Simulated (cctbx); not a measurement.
# From intensities to atoms

Cell a = 4.9050 Å, b = 4.9050 Å, c = 4.9050 Å, α = 90.00°, β = 90.00°, γ = 90.00°; space group Pm-3m (no. 221); content Pr3 Ru1 N1.

Simulated single-crystal data (cctbx): Ga Kα, λ = 1.3414 Å, to d = 0.8 Å, 70 % of the full sphere, strongest reflection 40000 counts, noise from counting, a 6 % proportional error and a noise floor of 8 counts (s.d.); no absorption.

Charge flipping in P1 on plain amplitudes to 0.8 Å, δ = 1.1 σ, 20 % of the reflections treated as weak, 200 cycles:

```text
cycle      R  skewness
    0  0.513     0.74
   16  0.180     5.27
   32  0.164     4.99
   48  0.170     4.92
   64  0.167     4.87
   80  0.155     4.78
   96  0.163     4.79
  112  0.172     4.85
  128  0.161     4.74
  144  0.165     4.81
  160  0.173     4.91
  176  0.166     4.82
  192  0.173     4.83
origin shift          correlation  skewness
 0.001  0.548  0.037      0.890      4.89
 0.001  0.548  0.536      0.890      4.92
 0.001  0.048  0.037      0.890      4.83
 0.092  0.918  0.498      0.917     -0.04
taken: symmetry correlation 0.890, skewness 4.92
peak      x       y       z  mult  height/sigma
Q1    0.0000  0.0000  0.5000    3     12.3
Q2    0.5000  0.5000  0.5000    1     10.1
Q3    0.1375  0.1375  0.3759   24      1.4
Q4    0.0000  0.0000  0.0000    1      1.1
Q5    0.3629  0.3629  0.3629    8      1.0
Q6    0.2494  0.2494  0.2494    8      1.0
Q7    0.1130  0.1130  0.1130    8      0.8
Q8    0.0000  0.5000  0.5000    3      0.7
```

The origin is taken among those within 0.04 of the best correlation, by the skewness of the map.

It took 1.9 s on 1 thread of Arm Neoverse N1, on a shared host, peak memory 0.07 GiB.

**Question.** Which peaks are atoms, and which elements?

Heights go roughly as Z and multiplicities must add up to the content. First model: Q1 = Pr1 (3 in the cell, height 12.3), Q2 = Ru1 (1 in the cell, height 10.1) and Q4 = N1 (1 in the cell, height 1.1). Against the true structure, Q1 is Pr, Q2 is Ru and Q4 is N; the other peaks are not atoms.

Least squares on F², isotropic:

```text
Rint 0.048, 42 unique reflections to 0.81 A
cycle     R1     wR2    GooF  max shift (A)
   1  0.0142  0.0392   1.535   0.00000
   2  0.0090  0.0212   0.829   0.00000
final R1 0.0090 wR2 0.0212 GooF 0.829  parameters 3  data/parameter 14.0
atom        x        y        z      Ueq    occ   su(xyz)  su(Uiso or U11)
Pr1    0.00000  0.00000  0.50000   0.0188  1.000  0.00000  0.0002
Ru1    0.50000  0.50000  0.50000   0.0188  1.000  0.00000  0.0002
N1     0.00000  0.00000  0.00000   0.0299  1.000  0.00000  0.0015
difference map: max 0.46 min -0.51 rms 0.12
Q1    0.2477  0.2477  0.2477    8    0.47  2.10 A from N1
Q2    0.3690  0.5000  0.5000    6    0.27  0.64 A from Ru1
Q3    0.0000  0.0000  0.3823    6    0.22  0.58 A from Pr1
Q4    0.1277  0.1277  0.3596   24    0.22  1.12 A from Pr1
Q5    0.5000  0.5000  0.5000    1    0.20  0.00 A from Ru1
```

Anisotropic refinement:

```text
Rint 0.048, 42 unique reflections to 0.81 A
cycle     R1     wR2    GooF  max shift (A)
   1  0.0089  0.0212   0.840   0.00000
   2  0.0090  0.0210   0.834   0.00000
final R1 0.0090 wR2 0.0210 GooF 0.834  parameters 4  data/parameter 10.5
atom        x        y        z      Ueq    occ   su(xyz)  su(Uiso or U11)
Pr1    0.00000  0.00000  0.50000   0.0188  1.000  0.00000  0.0002
Ru1    0.50000  0.50000  0.50000   0.0188  1.000  0.00000  0.0002
N1     0.00000  0.00000  0.00000   0.0299  1.000  0.00000  0.0016
difference map: max 0.46 min -0.51 rms 0.12
Q1    0.2478  0.2478  0.2478    8    0.47  2.10 A from N1
Q2    0.3707  0.5000  0.5000    6    0.26  0.63 A from Ru1
Q3    0.1276  0.1276  0.3595   24    0.22  1.12 A from Pr1
Q4    0.5000  0.5000  0.5000    1    0.20  0.00 A from Ru1
Q5    0.0000  0.0000  0.3732    6    0.19  0.62 A from Pr1
Q6    0.3667  0.3667  0.3667    8    0.17  1.13 A from Ru1
```

**Reading.** The refinement ends at R1 = 0.0090, wR2 = 0.0210, GooF = 0.83, with difference density between -0.51 and 0.46 e/Å³. Every site matches the true model in element, within 0.001 Å r.m.s., up to an allowed shift of origin.

True model:

| atom | mult. | x | y | z | Ueq (Å²) |
| --- | --- | --- | --- | --- | --- |
| Pr1 | 3 | 0 | 0 | 1/2 | 0.0185 |
| Ru1 | 1 | 1/2 | 1/2 | 1/2 | 0.0186 |
| N1 | 1 | 0 | 0 | 0 | 0.0314 |

The model was made for the exercise: a known structure type with other elements put in, its volume estimated, not relaxed; displacement parameters are assumed.

[Middle refinement cycles are left out of these outputs.]

[Logs are printed without paths, hosts, clocks, repeated set-up lines and the standing remarks that a program may print on its own settings, such as how far it seeks lower states.]
